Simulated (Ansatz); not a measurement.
# Phonon transport in CeO2 (Fm-3m), part 2 of 3

How well does the lattice of CeO2 conduct heat?

Measurements to reproduce:
- thermal conductivity 10.8 W/m/K near room temperature (given in “Predicting the lattice thermal conductivity of solids by solving the Boltzmann transport equation: AFLOW - AAPL an automated, accurate and efficient framework”, 2017, arXiv:1611.05481)

Ansatz 0.2.0; DFT LDA, scalar-relativistic, plane waves, PAW; PAW set soft_1.

So far. Step 2 (A first coarse run): The start is under -5.2 GPa at this level and looks like an insulator or semiconductor on this mesh. Step 4 (Tight relaxation): The residual pressure is -0.0030 GPa, small enough for phonons. The relaxed cell has a = 5.359 Å (conventional setting).

## (6) Third-order constants and the Boltzmann equation

The supercell must be wider than twice the pair cutoff, and the number of displaced cells grows with the pairs inside it, which is where the cost lies.

input.yaml reads:

```yaml
crystal:
  lattice:
    - [0.0, 2.6794360517, 2.6794360517]
    - [2.6794360517, 0.0, 2.6794360517]
    - [2.6794360517, 2.6794360517, 0.0]
  atoms:
    - { symbol: Ce, position: [0.0, 0.0, 0.0] }
    - { symbol: O, position: [0.25, 0.25, 0.25] }
    - { symbol: O, position: [0.75, 0.75, 0.75] }
kpoints:
  mp_grid: { grid: [12, 12, 12] }
hamiltonian:
  xc: lda
  pseudopotentials: { kind: paw, azcp: { folder: soft_1 }, xc_functional: pbe }
scf:
  occupations: { method: fixed }
  lower_state_search: "off"
output:
  eigenvalues: true
phonons:
  method: fd
  dielectric: true
  qmesh: [6, 6, 6]
  temperatures: { t_max: 1000, t_step: 50 }
  qpath:
    path:
      - [[0.0, 0.0, 0.0], [0.5, 0.0, 0.5], [0.5, 0.25, 0.75], [0.375, 0.375, 0.75], [0.0, 0.0, 0.0], [0.5, 0.5, 0.5], [0.625, 0.25, 0.625], [0.5, 0.25, 0.75], [0.5, 0.5, 0.5], [0.375, 0.375, 0.75]]
      - [[0.625, 0.25, 0.625], [0.5, 0.0, 0.5]]
    npoints: 10
  third_order: { supercell: [3, 3, 3], pair_cutoff: 4.791 }
  lattice_thermal_conductivity:
    qmesh: [19, 19, 19]
    temperatures: [100.0, 150.0, 200.0, 300.0, 400.0, 500.0, 600.0, 800.0]
    isotope_mass_variance:
      - { species: Ce, variance: 2.25e-05 }
      - { species: O, variance: 3.359e-05 }
    solution: relaxation_time
```

Started as:

```console
ansatz run input.yaml --threads 18 --pin off --max-ram 92160MiB --backend cuda --events-out ev --progress --plain --runs-dir out --max-vram 78GiB
```

Numbers of over 12 decimals in the logs are rounded to 6 here.

What it wrote:

```text
Warning: phonons: the dynamical matrix that this run interpolates holds no multipole term above the dipole-dipole one, and a site of this crystal is no centre of inversion, so its interpolated transverse optical and acoustic branches and sound speeds can stay off near Gamma, and the density of states and the thermodynamics with them. What a run solves at a wave vector of phonons.qpoints, Gamma apart, where the deck admits one, is free of this, and under fd what a larger phonons.supercell samples
Warning: phonons.dielectric: true without phonons.rigid_motions: the static dielectric tensor ε⁰ will be withheld (ε∞, Z* and the rows of modes are given); for a crystal or a slab, whose only rigid motions are the translations, set phonons.rigid_motions: translations
Warning: phonons.third_order: as it is cut ahead of every solve, the batch solves 157 displaced supercells where 121 would do. It runs under 48 of the 1296 operations that the crystal's space group holds on the batch's supercell: the run's FFT boxes carry no more. The force constants lose no accuracy. For the smaller batch, try basis.xc_grid above 1 where it is 1, a denser FFT box (accuracy: high where it is lower, or a larger basis.ecutrho_ratio), or the same crystal shifted so that one of its atoms lies at the cell's origin: each can bring back operations that the batch needs, and none is sure to; [rest of the remark cut]
[...]
Crystal: 18 atoms, lattice volume = 230.840 Å³
Basis set: ecut = 420 eV, 4459 PW (Γ), FFT grids on a1, a1+a2, 2a1+a3
Bands: 90, of which v1, the nominal top of the filled ones, is band 72 counted from 1 (71 counted from 0)
Symmetry: 24 space group operations
k-points: 94 of 288
[...]
SCF iter   1: F=—  HF=-45082.972867 eV  |F-HF|=—  |Δ(HF+E_count)|=         —  Δρ=1.65e-8  dr2=6.77e-13  ethr=1.00e-12  ⟨swp⟩=3.0  Hψ=22372  notcnv=0
[...]
SCF iter   2: F=-45082.972867 eV  HF=-45082.972867 eV  |F-HF|=7.28e-12  |Δ(HF+E_count)|=  1.46e-11  Δρ=6.67e-9  dr2=1.25e-13  ethr=1.00e-12  ⟨swp⟩=3.0  Hψ=20955  notcnv=0
SCF 1 converged in 2 iterations: F = -45082.972867 eV  dr2 = 1.25e-13
[...]
Crystal: 3 atoms, lattice volume = 38.473 Å³
Basis set: ecut = 420 eV, 749 PW (Γ), exchange–correlation on 54×54×54 points (8 copies of the dense FFT grid, shifted against one another)
Bands: 16, of which v1, the nominal top of the filled ones, is band 12 counted from 1 (11 counted from 0)
Symmetry: 48 space group operations
k-points: 163 of 1728 (irreducible under 8 space group operations, time reversal used)
[...]
SCF 2 converged in 2 iterations: F = -7513.828812 eV  dr2 = 1.83e-12
[...]
symmetry images taken by strict's conditions (phonons.symmetry_images: auto; settled by no image being taken that strict refuses)
  supercell 10 (6 cells, vectors [1, 0, 0], [0, 1, 0], [0, 0, 6] in multiples of the cell's): 3 displaced members by 0.0025 Å; free energy -45082.972866 eV; taken off its force constants: by the sum rule 5.2e-4, by the symmetrisation 7.6e-5 eV/Å²; Γ matrix within 2.2e-4 eV/Å² of supercell 1's
[...]
q = [0.0000, 0.0000, 0.0000] (star 1, supercell 1; hermiticity 5.58e-17, symmetrization 4.19e-6): -0.00 0.00 0.00 292.84 292.84 292.84 444.80 444.80 444.80
[...]
joined force constants: q→R imaginary residual 9.59e-19
  density of states and harmonic sums: on the 24×24×24 q-mesh, interpolated from the force constants of a 6×6×6 supercell (with the dipole–dipole term)
  largest difference from the sums on the solved wave vectors: F 3.75e-3 eV, S 4.94e-6 and C_V 1.16e-6 eV/K
  zero-point energy: 0.172565 eV/cell   skipped modes (ω ≤ 0): 3   left out of the sums: 2.41e-5 of the cell's modes: C_V's classical limit lies that fraction below 3 k_B per atom; for a crystal, a wire or a layer, F and S can be off by more, and a phonons.interpolated_qmesh denser along its periods is the remedy for the sampling
--- Third-order force constants: 171 member SCFs in a 3×3×3 supercell (pair cutoff 4.791 Å, amplitude 0.03 Å, SCF threshold 1.00e-9 eV, Σ member SCF iterations 2170) ---
[...]
sum-rule residual: 7.737e-1 → 2.361e-14 eV/Å³; symmetrization residual: 1.096e-2 eV/Å³; largest sum-rule correction relative to its orbit: 2.049e-1, on the orbit of the block of home site 0 with site 2 of cell (-2, -1, 0) and site 2 of cell (-2, -1, 0), whose norm before the correction was 1.043e0 eV/Å³
--- Lattice thermal conductivity: 19×19×19 mesh (220 irreducible points), tetrahedron method ---
  three-phonon and isotope scattering only; four-phonon, boundary and, in a metal, phonon-electron scattering are left out
  each conductivity is what the modes' populations carry and what the coherences between them add
  conductivity (a third of the tensor's trace), W/(m K), in the relaxation-time approximation:
       T (K)   relaxation time
      100.00           64.9207
      150.00           35.9650
      200.00           25.4846
      300.00           16.5184
      400.00           12.3810
      500.00            9.9651
      600.00            8.3734
      800.00            6.3987
```

The job ended after 30 min (1 × NVIDIA GB200 with 18 threads of Arm Neoverse V2, shared host; peak memory 4.8 GiB; 5.7 h of CPU time).

Numbers from this step:

| Item | Value |
| --- | --- |
| lowest frequency on the path | 0 cm⁻¹ |
| zero-point energy | 0.1726 eV/cell |
| point group | m-3m |
| highest frequency | 582.3 cm⁻¹ |
| Debye temperature from the second moment | 631 K |
| κ at 300 K (relaxation time) | 16.52 W/m/K |
| dipole term | run |
| mean free path at half of κ | 14.1 nm |
| share of κ above the three lowest branches | 0.266 |
| third-order blocks | 2787 |
| periodic aliases dropped | 612 |
| largest relative sum-rule correction | 0.2049 |
| displaced cells, third order | 171 |

LO-TO term included. The phonon branches at the labelled points (cm⁻¹):

```
    point  branch 1  branch 2  branch 3  branch 4  branch 5  branch 6  branch 7  branch 8  branch 9
        Γ         0         0         0       293       293       445       445       445       543
  halfway        90        90       194       272       272       347       448       448       562
        X       142       142       198       248       248       265       448       448       582
  halfway       143       162       205       241       242       296       428       459       575
        W       143       204       204       219       228       371       371       472       567
  halfway       141       185       211       222       249       332       405       465       568
        K       138       178       208       226       288       291       427       453       568
  halfway       107       109       176       267       340       391       396       451       542
        Γ         0         0         0       293       293       445       445       445       543
  halfway        90        90       155       309       309       421       425       425       535
        L       121       121       219       352       352       382       382       410       517
  halfway       128       160       211       279       325       337       403       445       544
        U       138       178       208       226       288       291       427       453       568
  halfway       141       185       211       222       249       332       405       465       568
        W       143       204       204       219       228       371       371       472       567
  halfway       131       168       209       273       289       368       383       454       548
        L       121       121       219       352       352       382       382       410       517
  halfway       128       160       211       279       325       337       403       445       544
        K       138       178       208       226       288       291       427       453       568
jump to U       138       178       208       226       288       291       427       453       568
  halfway       141       154       202       242       259       271       443       450       578
        X       142       142       198       248       248       265       448       448       582
```

The phonon branches as a text plot (rows in cm⁻¹):

```
    570 |    **************                   *******        ****
    546 |****              ************     **       *    ***
    522 |                              *****          ****
    497 |
    473 |           ****                        *****
    449 |***********    *************       ****     **   *******
    425 | *        **   ***   ***   ***** ** ***       * *  ***
    400 |  *           *     **        *** **   **      * **
    376 |   *        **    **            **       ********
    352 |    *       **    ***           ***     *     ****
    328 |              *      *        **  **   *     ** ***
    303 |*    *     *   ***    ********      ***      *   * **
    279 | **** *  **    **    ***           *  *     *     *  **
    255 |     ******   *   ***               *  *   *       *  **
    230 |     **    *******               *   *******   *    ***
    206 |       ************           *** ************* ********
    182 |    *         **** **               *****  *       **
    158 |   *     ***      *  *       *     *        *    **  **
    133 |  *    *************        *    ************** ********
    109 |     **            ** *    *  ***              *
     85 | * **                ***    **
     61 |  *                   **   *
     36 |**                     ** *
     12 |*                       ***
         Γ       X    W  K        Γ      L     U  W     L   K|U X
```

Lattice thermal conductivity, RTA xx against temperature:

```
temperature (K)  lattice thermal conductivity, RTA xx (W/m/K)
            100                                          64.9
            150                                          36.0
            200                                          25.5
            300                                          16.5
            400                                          12.4
            500                                          9.96
            600                                          8.37
            800                                          6.40
```

The modes has structure finer than the step of the table below, so its rows give means over 20 cm⁻¹, whole bins alone (the curve runs from -10 to 610 cm⁻¹). Peaks (cm⁻¹: height): Ce 134.2: 0.0378, 208.2: 0.0259; O 286.1: 0.0226, 449.7: 0.0464, 547.1: 0.0233.

Phonopy on the run's constants, 19x19x19 mesh, Gaussian sigma 4.4 cm⁻¹. Table of modes by wavenumber; means over each step; values in 1/cm⁻¹/cell:

```
wavenumber (cm⁻¹)       Ce        O
                0   2.1e-5   4.2e-6
               20   2.5e-4   5.4e-5
               40  0.00102   2.1e-4
               60  0.00240   4.6e-4
               80  0.00484   7.8e-4
              100   0.0103  0.00118
              120   0.0276  0.00155
              140   0.0294  0.00108
              160   0.0130   8.3e-4
              180   0.0121   8.9e-4
              200   0.0184  0.00440
              220   0.0140  0.00784
              240  0.00503   0.0133
              260  0.00272   0.0186
              280  0.00268   0.0210
              300  0.00176   0.0197
              320   9.0e-4   0.0174
              340   5.3e-4   0.0167
              360   3.4e-4   0.0149
              380   1.3e-4   0.0150
              400   6.7e-5   0.0166
              420   1.3e-4   0.0185
              440   2.5e-4   0.0339
              460   1.8e-4   0.0255
              480   3.3e-6  0.00131
              500        0   1.7e-5
              520   9.3e-5  0.00298
              540  0.00118   0.0179
              560   5.6e-4   0.0207
              580   6.0e-5  0.00633
```

Distinct triplets, nearest first. Third order norms, by row:

```
   sites  side 1 (Å)  side 2 (Å)  side 3 (Å)  norm of the 27 components (eV/Å³)
Ce-Ce-Ce           0           0           0                                  0
   O-O-O           0           0           0                              41.13
  Ce-O-O           0        2.32        2.32                              20.28
 Ce-O-Ce           0        2.32        2.32                              20.91
  Ce-O-O        2.32        2.32        2.68                              1.927
   O-O-O           0        2.68        2.68                              6.745
  Ce-O-O        2.32        2.32        3.79                              1.847
 Ce-O-Ce        2.32        2.32        3.79                              2.949
   O-O-O        2.68        2.68        3.79                              0.481
Ce-Ce-Ce           0        3.79        3.79                              7.684
Ce-Ce-Ce        3.79        3.79        3.79                              0.732
   O-O-O           0        3.79        3.79                               1.67
   O-O-O        3.79        3.79        3.79                              0.059
   O-O-O        3.79        3.79        3.79                              0.159
  Ce-O-O        2.32        2.68        4.44                              0.797
  Ce-O-O        2.32        3.79        4.44                              0.388
 Ce-O-Ce        2.32        3.79        4.44                              0.722
  Ce-O-O           0        4.44        4.44                              0.987
  Ce-O-O        3.79        4.44        4.44                              0.162
  Ce-O-O        3.79        4.44        4.44                              0.065
  Ce-O-O        2.68        4.44        4.44                              0.236
 Ce-O-Ce        3.79        4.44        4.44                              0.238
 Ce-O-Ce        3.79        4.44        4.44                              0.176
 Ce-O-Ce           0        4.44        4.44                              1.239
  Ce-O-O        2.32        2.32        4.64                              0.975
   O-O-O        2.68        3.79        4.64                              0.131
   O-O-O        2.68        3.79        4.64                              0.221
  Ce-O-O        4.44        4.44        4.64                              0.122
  Ce-O-O        2.32        4.44        4.64                               0.22
   O-O-O           0        4.64        4.64                              0.374
```

Born charge (rows field, columns displacement) (e), principal values of the symmetric part by kind of site:

```
atom  atoms with these values    low  middle   high   mean
 Ce1                        1   5.77    5.77   5.77   5.77
  O2                        2  -2.89   -2.89  -2.89  -2.89
```

In full for O2:

```
-2.89  0.00  0.00
 0.00 -2.89  0.00
 0.00  0.00 -2.89
```

RTA, 300 K. Kappa by branch, by row:

```
branch (by rank)  mean frequency (THz)  mean rms speed (km/s)  median lifetime (ps)  share of kappa
               1                  3.58                   1.38                   4.7           0.168
               2                  4.23                   2.74                  3.21           0.288
               3                  5.97                    2.3                  1.62           0.278
               4                  7.96                   2.79                 0.958           0.056
               5                  8.91                   3.56                 0.888           0.073
               6                 10.38                   4.09                 0.884           0.091
               7                 12.38                   2.68                 0.827           0.037
               8                 13.49                   1.17                 0.762           0.007
               9                 16.56                   1.26                 0.221           0.002
```

Spectral kappa at 300 K, relaxation time (W/m/K/THz) against frequency; read off at these points:

frequency (THz), spectral kappa at 300 K, relaxation time (W/m/K/THz) and a bar:
```
     0.25       0.00 
     1.25       3.27 ##############################
     1.75       2.49 #######################
     2.75       2.42 ######################
     3.25       2.47 #######################
     4.25       2.07 ###################
     5.25       1.45 #############
     5.75       0.77 #######
     6.75       0.33 ###
     7.75       0.61 ######
     8.25       0.85 ########
     8.75       1.06 ##########
     9.25       1.03 #########
     9.75       0.93 #########
    10.75       0.80 #######
    11.75       0.58 #####
    12.25       0.40 ####
    13.25       0.15 #
    14.25       0.00 
    14.75       0.00 
    15.75       0.00 
    16.25       0.03 
    17.25       0.00
```

Relaxation-time solution. The share of κ carried by shorter paths by mean free path:

```
mean free path (nm)  100 K  300 K  800 K
              0.316      0  0.001  0.005
              0.464      0  0.002  0.012
              0.681      0  0.002   0.03
                  1      0  0.005  0.088
               1.47      0  0.012  0.268
               2.15      0  0.035  0.369
               3.16      0  0.096  0.443
               4.64  0.001   0.27  0.525
               6.81  0.003  0.345  0.587
                 10  0.012  0.426  0.639
               14.7  0.036  0.506  0.697
               21.5  0.086  0.567  0.759
               31.6   0.11  0.622  0.793
               46.4  0.179  0.682  0.861
               68.1  0.279  0.747  0.904
                100  0.363    0.8  0.929
                147  0.421  0.856  0.954
                215   0.49  0.899      1
                316  0.563  0.921      1
                464  0.615  0.962      1
                681  0.694      1      1
               1000  0.752      1      1
               1470  0.827      1      1
               2150  0.827      1      1
               3160  0.891      1      1
               4640      1      1      1
```

[end of part 2 of 3]

[Logs are printed without paths, hosts, clocks, repeated set-up lines and the standing remarks that a program may print on its own settings, such as how far it seeks lower states.]

[Hosts, paths, dates, database ids (printed as entryN), source tags and the programs' standing remarks are cut or masked in the printed files.]

[A step with changed settings may run another functional than the one named; its input shows which.]
